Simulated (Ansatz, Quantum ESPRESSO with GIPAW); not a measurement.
# Cd(OH)2: NMR parameters from first principles, part 2 of 2

The task is to compute the NMR parameters of Cd(OH)2 site by site.

Quantum ESPRESSO with GIPAW; PBEsol.

So far. Step 3 (Shieldings): In this run the largest span among the lighter atoms is that of H (site symmetry 1), with principal values 10.51, 12.13 and 32.35 ppm. On O the most shielded direction lies 4° off its short bond to H. On H the most shielded direction lies along its short bond to O.

## 4. Quadrupolar couplings

Level of this step: DFT, PBEsol, plane-wave PAW, default files, scalar-relativistic, field gradients (Ansatz).

2H and 17O have a quadrupole moment, which couples to the field gradient and broadens the lines. The gradient is a property of the ground-state density and needs no response; it is taken from a second code that counts the whole PAW charge. C_Q = eQV_zz/h, with Q = 0.00285783 barn for 2H, -0.02558 barn for 17O.

This step: DFT, PBEsol, plane-wave PAW, default files (PAW set soft_2), scalar-relativistic, field gradients (Ansatz 0.2.0), on the same atoms.

input.yaml

```yaml
crystal:
  lattice:
    - [3.118819, -1.769191, 0.0]
    - [3.118819, 1.769191, 0.0]
    - [-0.428586, 0.0, 4.786074]
  atoms:
    - { symbol: Cd, position: [0.0637087957, 0.9362912043, 0.0] }
    - { symbol: O, position: [0.7444502401, 0.6171558918, 0.2251998661] }
    - { symbol: O, position: [0.3828441082, 0.2555497599, 0.7748001339] }
    - { symbol: H, position: [0.7478391878, 0.6227023318, 0.4290251147] }
    - { symbol: H, position: [0.3772976682, 0.2521608122, 0.5709748853] }
kpoints:
  mp_grid: { grid: [6, 6, 4] }
scf:
  occupations: { method: fixed }
hamiltonian:
  xc: pbesol
output:
  forces: false
  stress: false
  efg: { quadrupole_moments_barn: { O: -0.02558, H: 0.00285783 } }
```

Command:

```sh
$ ansatz run input.yaml --threads 4 --pin off --max-ram 8192MiB --backend cpu --events-out ev --progress --plain --runs-dir out
```

Log:

```text
[... set-up, SCF cycles and energies left out ...]
--- PAW observables at the nuclei: V_zz in 10²¹ V/m², potentials from the cell's mean, atoms counted from 1 ---
  atom   1  Cd V_zz =    +6.269691   η = 0.2771   by run symmetry: allowed
  atom   2  O  V_zz =   +10.703521   η = 0.0553   by run symmetry: allowed   C_q = -6.6204 MHz
  atom   3  O  V_zz =   +10.703521   η = 0.0553   by run symmetry: allowed   C_q = -6.6204 MHz
  atom   4  H  V_zz =    +4.125317   η = 0.0098   by run symmetry: allowed   C_q = +0.2851 MHz
  atom   5  H  V_zz =    +4.125317   η = 0.0098   by run symmetry: allowed   C_q = +0.2851 MHz
[the lines on potentials at the nuclei are left out]
```

Run time: 1.2 s. Hardware: 4 threads of Arm Neoverse V2, shared host; peak memory 0.38 GiB; 3.5 s of CPU time.

gipaw.x (job efg) gives them too, in 1.6 s; on PAW files it lacks the augmentation charge of neighbouring atoms. V_zz in 10²¹ V/m²:

```csv
site,Ansatz,gipaw.x,"η_Q, first","η_Q, second"
Cd,6.270,4.745,0.28,0.32
O,10.703,10.228,0.06,0.06
H,4.125,5.527,0.01,0.01
```

Among gradients over 0.05 the ratio is farthest from one on H, by 34 %; the first column is used below.

Among nuclei of half-integer spin the second-order effect is largest for 17O on O (spin 5/2, C_Q -6.62 MHz): at 9.4 T it moves the centre of gravity of the MAS line by -89 ppm from δ_iso, and by a quarter of that at twice the field, by δ_Q = −(3/40)(C_Q/ν0)²(1 + η²/3)[I(I+1) − 3/4]/[I²(2I−1)²] × 10⁶ ppm with ν0 = 54.3 MHz.

## 5. From shieldings to shifts

A shielding is counted from the bare nucleus and a shift from a reference compound, with the opposite sign. A fitted line does better than one reference, as its slope takes up part of the functional's error. For ¹H and ⁷Li, with little paramagnetic shielding, slope and scatter come mostly from geometry, vibration and the shape term.

Shifts follow from reference lines fitted to measured solids with this functional and these files. 1H: δ = (29.71 − σ) / 1.204, zero at TMS, fitted to 11 measured values, from Ca(BH4)2, Ca(OH)2, CsH2PO4, LiBH4, LiH, MgH2, NaH, NaOH and NH4H2PO4, with a scatter of 0.61 ppm r.m.s., with σ taken with the shape term of a sphere (11.2 ppm here). Kinds of site that fitted badly were split off after the misses were seen, so the scatter is that of the points kept.

Covalently bonded atoms count as neighbours within 1.18 times the sum of their radii. Otherwise a cation's neighbours lie within 1.2 times its shortest bond (1.3 for large cations, each anion's radius taken off where they differ), and an anion's are the cations that count it.

```csv
site,atom no.,atoms in cell,surroundings,bonds (Å),δ_iso (ppm),C_Q (MHz),η_Q
Cd,1,1,CdO6,2.31 to 2.35,-,-,-
O,2,2,hydroxyl; 4 neighbours,0.98 to 2.35,-,-6.62,0.06
H,4,2,bound to O,0.977,0.19,0.285,0.01
```

Simulated spectrum, 1H MAS at 100 kHz, 9.4 T (400.2 MHz), lines broadened by 0.5 ppm; rigid lattice, with dipolar and J couplings left out: a single narrow line at 0.19 ppm.

Simulated spectrum: 17O fast MAS, 16.4 T (94.7 MHz), central transition to second order, lines broadened by 1.5 ppm; the axis counts ppm from the isotropic position of O, as −Δσ; rigid lattice, with dipolar and J couplings and satellite transitions left out.

| offset (ppm) | intensity |
| --- | --- |
| -0.8 | 0.00 |
| -3.3 | 0.00 |
| -5.8 | 0.01 |
| -8.3 | 0.07 |
| -10.7 | 0.84 |
| -11.6 | 1.00 |
| -13.2 | 0.71 |
| -15.7 | 0.50 |
| -18.0 | 0.43 |
| -20.5 | 0.38 |
| -23.0 | 0.35 |
| -25.4 | 0.34 |
| -27.9 | 0.33 |
| -30.4 | 0.33 |
| -32.9 | 0.33 |
| -35.2 | 0.34 |
| -37.8 | 0.37 |
| -40.3 | 0.41 |
| -42.6 | 0.51 |
| -44.9 | 0.80 |
| -45.1 | 0.79 |
| -47.6 | 0.15 |
| -50.0 | 0.07 |
| -52.5 | 0.06 |
| -55.0 | 0.05 |
| -57.5 | 0.05 |
| -59.8 | 0.05 |
| -62.3 | 0.05 |
| -64.9 | 0.05 |
| -67.2 | 0.05 |
| -69.7 | 0.04 |
| -72.2 | 0.04 |
| -74.5 | 0.00 |
| -77.1 | 0.00 |
| -79.6 | 0.00 |
| -81.9 | 0.00 |

Most prominent maxima (ppm: height): -11.6: 1.00, -44.9: 0.80.

Simulated spectrum: 113Cd static powder, 11.7 T (111.0 MHz), lines broadened by 3.9 ppm; the axis counts ppm from the isotropic position of Cd, as −Δσ; rigid lattice, with dipolar and J couplings left out.

offset (ppm), intensity and a bar:
```
    141.2       0.00 
    133.7       0.00 
    126.2       0.00 
    118.7       0.07 ##
    111.7       0.23 #######
    104.2       0.23 #######
     96.6       0.24 #######
     89.7       0.25 #######
     82.2       0.25 ########
     74.6       0.26 ########
     67.7       0.27 ########
     60.2       0.28 ########
     52.6       0.29 #########
     45.1       0.30 #########
     38.1       0.31 #########
     30.6       0.32 ##########
     23.1       0.33 ##########
     16.1       0.35 ###########
      8.6       0.37 ###########
      1.1       0.40 ############
     -5.9       0.42 #############
    -13.4       0.46 ##############
    -20.9       0.52 ################
    -28.5       0.61 ##################
    -35.4       0.78 #######################
    -40.1       1.00 ##############################
    -43.0       0.85 ##########################
    -50.5       0.65 ###################
    -57.4       0.57 #################
    -65.0       0.52 ###############
    -72.5       0.47 ##############
    -79.4       0.10 ###
    -87.0       0.01 
    -94.5       0.00 
   -101.5       0.00
```

Most prominent maxima (ppm: height): -40.1: 1.00.

## 6. Results

* 1H shift: 0.19 ppm
* 2H size of C_Q: 0.285 MHz
* 17O shielding without shape term: 243.5 ppm
* 17O size of C_Q: 6.62 MHz
* 113Cd shielding without shape term: 3592 ppm

In words: 1H has one site (bound to O), with isotropic shift 0.19 ppm. No sound run at another cutoff or mesh is at hand, so convergence rests on the f-sum rule and on experience with these files. The scalar-relativistic files are used with non-relativistic response operators, which weighs most on the heavy atoms' own shieldings. Hydrogen's values are less sure: spans of ¹H carry errors of some ppm on PAW files, the bulk susceptibility matters on its narrow scale, and it is treated as a fixed classical nucleus at 0 K. In PBE checks against another PAW code, field gradients made this way came out 2 to 6 % larger on O (three silicas and corundum) and 10 % smaller on Al (corundum alone). This build of gipaw.x prints that it is not audited and that its numbers are no references by themselves. It also reports spline_ps as false although the input sets it; why was not traced. Without spin-orbit coupling, gradients at and beside the heavy atoms are unsure. pw.x warned of eigenvalues not converged in some cycles of 1 ground-state run, which then met the threshold.

[Banner, clock, file and message-heading lines were taken out of the pw.x and gipaw.x logs.]

[Logs are printed without paths, hosts, clocks, repeated set-up lines and the standing remarks that a program may print on its own settings, such as how far it seeks lower states.]

[Hosts, paths, dates, database ids (printed as entryN), source tags and the programs' standing remarks are cut or masked in the printed files.]

[Where no reference line passes its bar on scatter, no shift is given, so a measured shift of this compound may stand uncompared.]
